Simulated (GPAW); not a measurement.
## InF3 (R-3c): dielectric function

What do local fields and a kernel do to the response of InF3 (R-3c)?

Calculated with GPAW 26.7.0; LDA and many-body steps on it, plane waves.

## Step 1: The structure

It takes space group R-3c (No. 167, trigonal). Conventional cell: a = 5.204 Å, b = 5.204 Å, c = 14.723 Å, α = 90.00°, β = 90.00°, γ = 120.00°. Nearest to In lie 6 F at 2.08 Å. Nearest to F lie 2 In at 2.08 Å. Farther neighbours and most contacts between anions are not listed.

Structure file:

```cif
data_structure
_symmetry_space_group_name_H-M 'R-3c:H'
_symmetry_Int_Tables_number 167
_cell_length_a 5.2043
_cell_length_b 5.2043
_cell_length_c 14.7225
_cell_angle_alpha 90.000
_cell_angle_beta 90.000
_cell_angle_gamma 120.000
_cell_volume 345.33
loop_
_atom_site_label
_atom_site_type_symbol
_atom_site_symmetry_multiplicity
_atom_site_Wyckoff_symbol
_atom_site_fract_x
_atom_site_fract_y
_atom_site_fract_z
_atom_site_occupancy
In1 In 6 b 0.66667 0.33333 0.33333 1
F1 F 18 e 0.64571 0.64571 0.25000 1
```

The cell and positions are those that the Materials Project relaxed with its own functionals (PBE, PBE+U or r2SCAN), kept fixed.

## Step 2: Empty states on the mesh, 6×6×6 mesh, 153 bands

This step: GPAW 26.7.0; DFT, LDA, plane waves, PAW.

The sums over transitions need many empty states on a uniform mesh; this step solves for them.

run.py

```python
import json
import numpy as np
from gpaw.mpi import world
from gpaw import GPAW

calc = GPAW('gs.gpw').fixed_density(kpts={'size': (6, 6, 6), 'gamma': True},
    nbands=178,
    convergence={'bands': 153},
    txt='nscf.txt')
calc.write('full.gpw', mode='all')
res = {}
kpts = calc.get_ibz_k_points()
res['kpts'] = kpts
res['eigenvalues'] = [calc.get_eigenvalues(kpt=k) for k in range(len(kpts))]
res['n_electrons'] = calc.get_number_of_electrons()

if world.rank == 0:
    with open('result.json', 'w') as f:
        json.dump(res, f, default=lambda x: x.tolist())
```

Launch:

```bash
mpirun -n 4 gpaw python run.py
```

Numbers of over 12 decimals in the logs are rounded to 6 here.

What it wrote:

```text
Diagonalizing LCAO Hamiltonian
Converting LCAO to pw mode
convergence criteria:
- Maximum integral of absolute [eigenst]ate change: 4e-08 eV^2 / valence electron
maximum number of iterations: 100

SCF iterations
|iter     |     time |      energy | eigst |  dens |
|iter:   1|  |             | +3.89 |       |
|iter:   2|  |             | +2.65 |       |
|iter:   3|  |             | +1.60 |       |
[...]
|iter:  14|  |             | -6.60 |       |
|iter:  15|  |             | -7.02 |       |
|iter:  16|  |             | -7.48c|       |
SCF steps: 16
  __  _  _
 | _ |_)|_||  |
 |__||  | ||/\| - 26.7.0

Input parameters:
  mode=PW(ecut=600.0),
  convergence={'bands': 153},
  gpts=array([35, 35, 35]),
  kpts=MonkhorstPack(size=(6, 6, 6), gamma=True),
  maxiter=100,
  nbands=178,
  occupations=Occupations(name='fermi-dirac', width=0.001, fixmagmom=False),
  parallel={},
  xc=XC(name='LDA')
# Writing to full.gpw (mode='all')
  [... matrices ...]

timing:  # [seconds]
  Total: 0.224  # ━━━━━━━━━━━━━━━━━━━━━━━━━━━━━━━━━━━━━━━━━━━━━━━━━━━━━━━━━━━
```

Run time: 3.8 min. Hardware: 4 MPI ranks of Intel Xeon Platinum 8488C (Sapphire Rapids), shared host; peak memory 1.6 GiB; 15 min of CPU time.

Numbers from this step:

| Item | Value |
| --- | --- |
| gap | 4.001 eV |
| k of the valence top | 0.5, 0.5, 0 |
| k of the conduction bottom | 0, 0, 0 |
| least direct gap | 4.036 eV |
| k points computed | 40 |
| lowest point of the top converged band, above the valence top | 58.6517 eV |

On this mesh the gap is 4.001 eV.

## Step 3: RPA response

The response function is computed on a frequency grid, with local fields up to the given cutoff.

This step: linear response, RPA, on LDA, plane waves, PAW.

run.py

```python
import json
import numpy as np
from gpaw.mpi import world
from gpaw.response.df import DielectricFunction

df = DielectricFunction('full.gpw',
    ecut=50,
    nbands=153,
    eta=0.2,
    frequencies={'type': 'nonlinear', 'domega0': 0.05, 'omega2': 10.0},
    intraband=False,
    txt='df.txt')
res = {'optical': {}, 'eels': []}
for d in 'xz':
    y0, y = df.get_dielectric_function(direction=d, xc='RPA', filename=None)
    res['optical'][d] = [y0.real, y0.imag, y.real, y.imag]
res['w'] = df.get_frequencies()
for q_c in [[0.1666666667, 0, 0], [0.5, 0, 0], [0.8333333333, 0, 0], [1.1666666667, 0, 0]]:
    res['eels'].append(df.get_eels_spectrum(q_c=q_c, xc='RPA', filename=None))

if world.rank == 0:
    with open('result.json', 'w') as f:
        json.dump(res, f, default=lambda x: x.tolist())
```

Launch:

```bash
mpirun -n 4 gpaw python run.py
```

What it wrote:

```text
Using integrator: PointIntegrator
NonLinearFrequencyDescriptor(from 0.000 to 81.024 eV, 373 points)
Nonperiodic BCs:  [False False False]
Using integrator: PointIntegrator
NonLinearFrequencyDescriptor(from 0.000 to 81.024 eV, 373 points)
Nonperiodic BCs:  [False False False]

Calculating chi0 body with:
    Ground state adapter containing:
    Number of spins: 1
    Number of kpoints: 216
    Number of irreducible kpoints: 40
    Number of completely occupied states: 34
    Number of partially occupied states: 34
    Occupied states memory: 22.243500 M / cpu

    Linear response parametrization:
    q_c: [0.0, 0.0, 0.0]
    Number of frequency points: 373
    Planewave cutoff: 50.0
    Number of bands: 153
    Number of planewaves: 89
    Broadening (eta): 0.2
    comm.size: 4
    kncomm.size: 4
    blockcomm.size: 1

    Memory estimate of potentially large arrays:
        chi0_wGG: 45.082596 M / cpu
Integrating chi0 body.

Symmetries of q_c:
    Direct symmetries (Uq -> q): 6
    Indirect symmetries (TUq -> q): 0
In total 6 allowed symmetries.

  [... matrices ...]
40 groups of equivalent kpoints. 81.481481% reduction.

Integral kind: spectral function

Calculating chi0 optical extensions with:
    Ground state adapter containing:
    Number of spins: 1
    Number of kpoints: 216
    Number of irreducible kpoints: 40
    Number of completely occupied states: 34
    Number of partially occupied states: 34
    Occupied states memory: 22.243500 M / cpu

    Linear response parametrization:
    Number of frequency points: 373
    Planewave cutoff: 50.0
    Number of bands: 153
    Number of planewaves: 89
    Broadening (eta): 0.2
Integrating chi0 head and wings.

Symmetries of q_c:
    Direct symmetries (Uq -> q): 6
    Indirect symmetries (TUq -> q): 0
In total 6 allowed symmetries.

  [... matrices ...]
40 groups of equivalent kpoints. 81.481481% reduction.

Integral kind: spectral function wings

Calculating chi0 body with:
    Ground state adapter containing:
    Number of spins: 1
    Number of kpoints: 216
    Number of irreducible kpoints: 40
    Number of completely occupied states: 34
    Number of partially occupied states: 34
    Occupied states memory: 22.243500 M / cpu

    Linear response parametrization:
    q_c: [0.1666666667, 0.0, 0.0]
    Number of frequency points: 373
    Planewave cutoff: 50.0
    Number of bands: 153
    Number of planewaves: 96
    Broadening (eta): 0.2
    comm.size: 4
    kncomm.size: 4
    blockcomm.size: 1

    Memory estimate of potentially large arrays:
        chi0_wGG: 52.453125 M / cpu
Integrating chi0 body.

Symmetries of q_c:
    Direct symmetries (Uq -> q): 1
    Indirect symmetries (TUq -> q): 0
In total 1 allowed symmetries.

  [... matrices ...]
216 groups of equivalent kpoints. 0.0% reduction.

Integral kind: spectral function

[... 3 further calls ...]
```

It took 8.7 min on 4 MPI ranks; peak memory 2.1 GiB; 35 min of CPU time.

This step gave:

```
ε at zero frequency           : 2.371
the same without local fields : 2.466
```

The static value is 2.37.

The ε₂ has structure finer than the step of the table below, so its rows give means over 2 eV, whole bins alone (the curve runs from 0 to 39.8 eV). Peaks (eV: height): xx, no local fields 7.8: 1.48, 11.0: 2.06, 17.2: 1.55; xx, local fields 7.8: 1.39, 11.0: 1.91, 17.4: 1.32; zz, no local fields 7.4: 1.57, 10.8: 1.96, 17.2: 1.65; zz, local fields 7.4: 1.52, 10.6: 1.95, 17.4: 1.39.

RPA, broadening 0.2 eV. Table of ε₂ by photon energy; means over each step:

| photon energy (eV) | xx, no local fields | xx, local fields | zz, no local fields | zz, local fields |
| --- | --- | --- | --- | --- |
| 2 | 0.0174 | 0.0158 | 0.0172 | 0.0169 |
| 4 | 0.220 | 0.199 | 0.211 | 0.213 |
| 6 | 0.988 | 0.875 | 0.945 | 0.945 |
| 8 | 1.29 | 1.21 | 1.47 | 1.41 |
| 10 | 1.34 | 1.24 | 1.58 | 1.62 |
| 12 | 1.40 | 1.35 | 1.35 | 1.32 |
| 14 | 1.22 | 1.09 | 1.05 | 0.994 |
| 16 | 1.28 | 1.10 | 1.33 | 1.05 |
| 18 | 1.38 | 1.20 | 1.39 | 1.21 |
| 20 | 1.02 | 0.868 | 0.940 | 0.810 |
| 22 | 0.981 | 0.865 | 0.891 | 0.778 |
| 24 | 0.692 | 0.639 | 0.704 | 0.624 |
| 26 | 0.473 | 0.455 | 0.538 | 0.493 |
| 28 | 0.397 | 0.366 | 0.394 | 0.368 |
| 30 | 0.343 | 0.316 | 0.347 | 0.311 |
| 32 | 0.347 | 0.298 | 0.398 | 0.343 |
| 34 | 0.420 | 0.354 | 0.370 | 0.321 |
| 36 | 0.366 | 0.280 | 0.319 | 0.254 |
| 38 | 0.428 | 0.329 | 0.428 | 0.306 |

The loss function has structure finer than the step of the table below, so its rows give means over 2 eV, whole bins alone (the curve runs from 0 to 39.8 eV). Peaks (eV: height): xx 12.0: 0.450, 19.2: 0.648, 22.6: 0.814, 24.6: 0.829; zz 11.4: 0.440, 19.2: 0.706, 22.2: 0.733, 24.6: 0.749.

Optical limit, local fields. Loss function against energy loss; means over each step:

| energy loss (eV) | xx | zz |
| --- | --- | --- |
| 2 | 0.00268 | 0.00270 |
| 4 | 0.0241 | 0.0239 |
| 6 | 0.110 | 0.103 |
| 8 | 0.203 | 0.199 |
| 10 | 0.196 | 0.248 |
| 12 | 0.379 | 0.420 |
| 14 | 0.353 | 0.411 |
| 16 | 0.369 | 0.353 |
| 18 | 0.508 | 0.541 |
| 20 | 0.605 | 0.624 |
| 22 | 0.668 | 0.674 |
| 24 | 0.756 | 0.691 |
| 26 | 0.684 | 0.668 |
| 28 | 0.516 | 0.544 |
| 30 | 0.422 | 0.404 |
| 32 | 0.337 | 0.388 |
| 34 | 0.398 | 0.396 |
| 36 | 0.333 | 0.309 |
| 38 | 0.330 | 0.305 |

RPA, local fields; q along the first reciprocal vector. The -Im 1/eps(q) by energy loss; read off at these points:

| energy loss (eV) | q = 0.243 1/A | q = 0.729 1/A | q = 1.215 1/A | q = 1.701 1/A |
| --- | --- | --- | --- | --- |
| 0.0 | 0 | 0 | 0 | 0 |
| 1.0 | 0.00106 | 7.7e-4 | 4.9e-4 | 2.9e-4 |
| 2.0 | 0.00236 | 0.00168 | 0.00106 | 6.2e-4 |
| 3.0 | 0.00446 | 0.00300 | 0.00181 | 0.00102 |
| 4.0 | 0.0114 | 0.00619 | 0.00352 | 0.00176 |
| 5.0 | 0.0580 | 0.0284 | 0.0117 | 0.00457 |
| 6.0 | 0.0954 | 0.0631 | 0.0299 | 0.0109 |
| 7.0 | 0.136 | 0.103 | 0.0503 | 0.0211 |
| 8.0 | 0.209 | 0.116 | 0.0763 | 0.0345 |
| 9.0 | 0.206 | 0.146 | 0.0779 | 0.0505 |
| 10.0 | 0.177 | 0.149 | 0.0726 | 0.0428 |
| 11.0 | 0.284 | 0.226 | 0.132 | 0.0704 |
| 12.0 | 0.422 | 0.322 | 0.200 | 0.125 |
| 13.0 | 0.340 | 0.308 | 0.216 | 0.104 |
| 14.0 | 0.333 | 0.296 | 0.244 | 0.146 |
| 15.0 | 0.364 | 0.348 | 0.284 | 0.178 |
| 16.0 | 0.349 | 0.352 | 0.303 | 0.205 |
| 17.0 | 0.389 | 0.386 | 0.334 | 0.250 |
| 18.0 | 0.501 | 0.477 | 0.400 | 0.306 |
| 19.0 | 0.595 | 0.498 | 0.401 | 0.327 |
| 20.0 | 0.555 | 0.467 | 0.381 | 0.288 |
| 21.0 | 0.498 | 0.434 | 0.344 | 0.254 |
| 22.0 | 0.592 | 0.488 | 0.354 | 0.253 |
| 22.6 | 0.712 | 0.551 | 0.379 | 0.257 |
| 23.0 | 0.671 | 0.557 | 0.400 | 0.272 |
| 24.0 | 0.637 | 0.540 | 0.414 | 0.290 |
| 24.6 | 0.726 | 0.623 | 0.448 | 0.297 |
| 25.0 | 0.666 | 0.572 | 0.429 | 0.285 |
| 26.0 | 0.592 | 0.516 | 0.415 | 0.298 |
| 27.0 | 0.530 | 0.500 | 0.394 | 0.298 |
| 28.0 | 0.443 | 0.429 | 0.344 | 0.254 |
| 29.0 | 0.413 | 0.406 | 0.331 | 0.244 |
| 30.0 | 0.383 | 0.390 | 0.347 | 0.266 |
| 31.0 | 0.328 | 0.353 | 0.341 | 0.280 |
| 32.0 | 0.319 | 0.332 | 0.334 | 0.278 |
| 33.0 | 0.336 | 0.344 | 0.332 | 0.294 |
| 34.0 | 0.391 | 0.390 | 0.357 | 0.303 |
| 34.6 | 0.419 | 0.397 | 0.363 | 0.304 |
| 35.0 | 0.404 | 0.381 | 0.359 | 0.306 |
| 36.0 | 0.341 | 0.344 | 0.361 | 0.335 |
| 37.0 | 0.310 | 0.324 | 0.337 | 0.330 |
| 38.0 | 0.330 | 0.362 | 0.392 | 0.371 |
| 39.0 | 0.405 | 0.479 | 0.539 | 0.444 |
| 39.2 | 0.424 | 0.501 | 0.546 | 0.448 |

## Step 4: ALDA response

This step: linear response, ALDA, on LDA, plane waves, PAW.

Changes to run.py since step 3:

```diff
@@ -14,7 +14,7 @@
 for d in 'xz':
-    y0, y = df.get_dielectric_function(direction=d, xc='RPA', filename=None)
+    y0, y = df.get_dielectric_function(direction=d, xc='ALDA', filename=None)
     res['optical'][d] = [y0.real, y0.imag, y.real, y.imag]
 res['w'] = df.get_frequencies()
-for q_c in [[0.1666666667, 0, 0], [0.5, 0, 0], [0.8333333333, 0, 0], [1.1666666667, 0, 0]]:
-    res['eels'].append(df.get_eels_spectrum(q_c=q_c, xc='RPA', filename=None))
+for q_c in [[0.8333333333, 0, 0]]:
+    res['eels'].append(df.get_eels_spectrum(q_c=q_c, xc='ALDA', filename=None))
```

Launch:

```bash
mpirun -n 4 gpaw python run.py
```

What it wrote:

```text
Using integrator: PointIntegrator
NonLinearFrequencyDescriptor(from 0.000 to 81.024 eV, 373 points)
Nonperiodic BCs:  [False False False]
Using integrator: PointIntegrator
NonLinearFrequencyDescriptor(from 0.000 to 81.024 eV, 373 points)
Nonperiodic BCs:  [False False False]

Calculating chi0 body with:
    Ground state adapter containing:
    Number of spins: 1
    Number of kpoints: 216
    Number of irreducible kpoints: 40
    Number of completely occupied states: 34
    Number of partially occupied states: 34
    Occupied states memory: 22.243500 M / cpu

    Linear response parametrization:
    q_c: [0.0, 0.0, 0.0]
    Number of frequency points: 373
    Planewave cutoff: 50.0
    Number of bands: 153
    Number of planewaves: 89
    Broadening (eta): 0.2
    comm.size: 4
    kncomm.size: 4
    blockcomm.size: 1

    Memory estimate of potentially large arrays:
        chi0_wGG: 45.082596 M / cpu
Integrating chi0 body.

Symmetries of q_c:
    Direct symmetries (Uq -> q): 6
    Indirect symmetries (TUq -> q): 0
In total 6 allowed symmetries.

  [... matrices ...]
40 groups of equivalent kpoints. 81.481481% reduction.

Integral kind: spectral function

Calculating chi0 optical extensions with:
    Ground state adapter containing:
    Number of spins: 1
    Number of kpoints: 216
    Number of irreducible kpoints: 40
    Number of completely occupied states: 34
    Number of partially occupied states: 34
    Occupied states memory: 22.243500 M / cpu

    Linear response parametrization:
    Number of frequency points: 373
    Planewave cutoff: 50.0
    Number of bands: 153
    Number of planewaves: 89
    Broadening (eta): 0.2
Integrating chi0 head and wings.

Symmetries of q_c:
    Direct symmetries (Uq -> q): 6
    Indirect symmetries (TUq -> q): 0
[...]
In total: 1.000000 of the surface norm square could be covered on average

    RSHE of atom 2
      (l,m)   max weight  avg weight  included
[...]
[... further lines of this kind ...]
      In total: 1.000000 of the surface norm square is covered on average
      In total: 1.000000 of the surface norm square could be covered on average

[...]
(4,-2)  0.00000005  0.00000001  yes
      (4,-1)  0.00000000  0.00000000  yes
[...]
[... further lines of this kind ...]
[...]
Calculating ALDA kernel
Calculating f(G)
    Calculating PAW corrections

[...]
[... matrices ...]

Calculating chi0 body with:
    Ground state adapter containing:
    Number of spins: 1
    Number of kpoints: 216
    Number of irreducible kpoints: 40
    Number of completely occupied states: 34
    Number of partially occupied states: 34
    Occupied states memory: 22.243500 M / cpu

    Linear response parametrization:
    q_c: [0.8333333333, 0.0, 0.0]
    Number of frequency points: 373
    Planewave cutoff: 50.0
    Number of bands: 153
    Number of planewaves: 96
    Broadening (eta): 0.2
    comm.size: 4
    kncomm.size: 4
    blockcomm.size: 1

    Memory estimate of potentially large arrays:
        chi0_wGG: 52.453125 M / cpu
Integrating chi0 body.

Symmetries of q_c:
    Direct symmetries (Uq -> q): 1
    Indirect symmetries (TUq -> q): 0
In total 1 allowed symmetries.

  [... matrices ...]
216 groups of equivalent kpoints. 0.0% reduction.

Integral kind: spectral function

Calculating ALDA kernel
Calculating f(G)
    Calculating PAW corrections

[...]
RSHE of atom 6
      (l,m)   max weight  avg weight  included
      In total: 1.000000 of the surface norm square is covered on average
      In total: 1.000000 of the surface norm square could be covered on average

    RSHE of atom 7
      (l,m)   max weight  avg weight  included
      In total: 1.000000 of the surface norm square is covered on average
      In total: 1.000000 of the surface norm square could be covered on average
```

Wall time 3.2 min (4 MPI ranks); peak memory 2.1 GiB.

Numbers from this step:

* ε at zero frequency: 2.413
* the same without local fields: 2.466

The static value is 2.41.

The ε₂ has structure finer than the step of the table below, so its rows give means over 1 eV, whole bins alone (the curve runs from 0 to 39.8 eV). Peaks (eV: height): xx, no local fields 7.8: 1.48, 11.0: 2.06, 17.2: 1.55; xx, local fields 7.8: 1.42, 11.0: 1.96, 17.2: 1.45; zz, no local fields 7.4: 1.57, 10.8: 1.96, 17.2: 1.65; zz, local fields 7.4: 1.53, 10.6: 1.97, 17.4: 1.50.

ALDA, broadening 0.2 eV. The ε₂ by photon energy; means over each step:

| photon energy (eV) | xx, no local fields | xx, local fields | zz, no local fields | zz, local fields |
| --- | --- | --- | --- | --- |
| 1 | 0.00699 | 0.00647 | 0.00698 | 0.00699 |
| 2 | 0.0164 | 0.0152 | 0.0163 | 0.0163 |
| 3 | 0.0355 | 0.0326 | 0.0344 | 0.0346 |
| 4 | 0.158 | 0.145 | 0.142 | 0.145 |
| 5 | 0.668 | 0.598 | 0.591 | 0.605 |
| 6 | 0.995 | 0.881 | 0.938 | 0.952 |
| 7 | 1.25 | 1.15 | 1.36 | 1.34 |
| 8 | 1.35 | 1.31 | 1.49 | 1.43 |
| 9 | 1.02 | 1.03 | 1.37 | 1.37 |
| 10 | 1.24 | 1.15 | 1.54 | 1.63 |
| 11 | 1.89 | 1.79 | 1.78 | 1.77 |
| 12 | 1.34 | 1.34 | 1.31 | 1.30 |
| 13 | 1.12 | 1.06 | 1.15 | 1.15 |
| 14 | 1.26 | 1.21 | 1.04 | 1.04 |
| 15 | 1.22 | 1.16 | 1.07 | 0.968 |
| 16 | 1.22 | 1.17 | 1.35 | 1.16 |
| 17 | 1.48 | 1.38 | 1.57 | 1.40 |
| 18 | 1.35 | 1.27 | 1.38 | 1.28 |
| 19 | 1.17 | 1.11 | 1.08 | 1.03 |
| 20 | 0.987 | 0.901 | 0.892 | 0.819 |
| 21 | 1.02 | 0.916 | 1.03 | 0.898 |
| 22 | 1.05 | 0.989 | 0.870 | 0.814 |
| 23 | 0.781 | 0.734 | 0.768 | 0.696 |
| 24 | 0.716 | 0.692 | 0.723 | 0.669 |
| 25 | 0.554 | 0.556 | 0.591 | 0.577 |
| 26 | 0.464 | 0.459 | 0.542 | 0.514 |
| 27 | 0.426 | 0.414 | 0.469 | 0.450 |
| 28 | 0.397 | 0.385 | 0.386 | 0.376 |
| 29 | 0.378 | 0.368 | 0.358 | 0.343 |
| 30 | 0.340 | 0.330 | 0.346 | 0.329 |
| 31 | 0.319 | 0.304 | 0.347 | 0.321 |
| 32 | 0.343 | 0.321 | 0.414 | 0.381 |
| 33 | 0.402 | 0.372 | 0.397 | 0.370 |
| 34 | 0.433 | 0.404 | 0.370 | 0.343 |
| 35 | 0.376 | 0.348 | 0.337 | 0.312 |
| 36 | 0.359 | 0.318 | 0.309 | 0.274 |
| 37 | 0.392 | 0.344 | 0.353 | 0.303 |
| 38 | 0.438 | 0.410 | 0.437 | 0.376 |
| 39 | 0.422 | 0.430 | 0.463 | 0.427 |

(Part 1 of 2 ends here.)

[Paths, hosts, dates, memory and timing lines, banners, echoed tables and standing remarks are left out of the program output.]

[Logs are printed without paths, hosts, clocks, repeated set-up lines and the standing remarks that a program may print on its own settings, such as how far it seeks lower states.]

[Runs of the session that timed out or met a known fault of the program may be left out.]

[Hosts, paths, dates, database ids (printed as entryN), source tags and the programs' standing remarks are cut or masked in the printed files.]
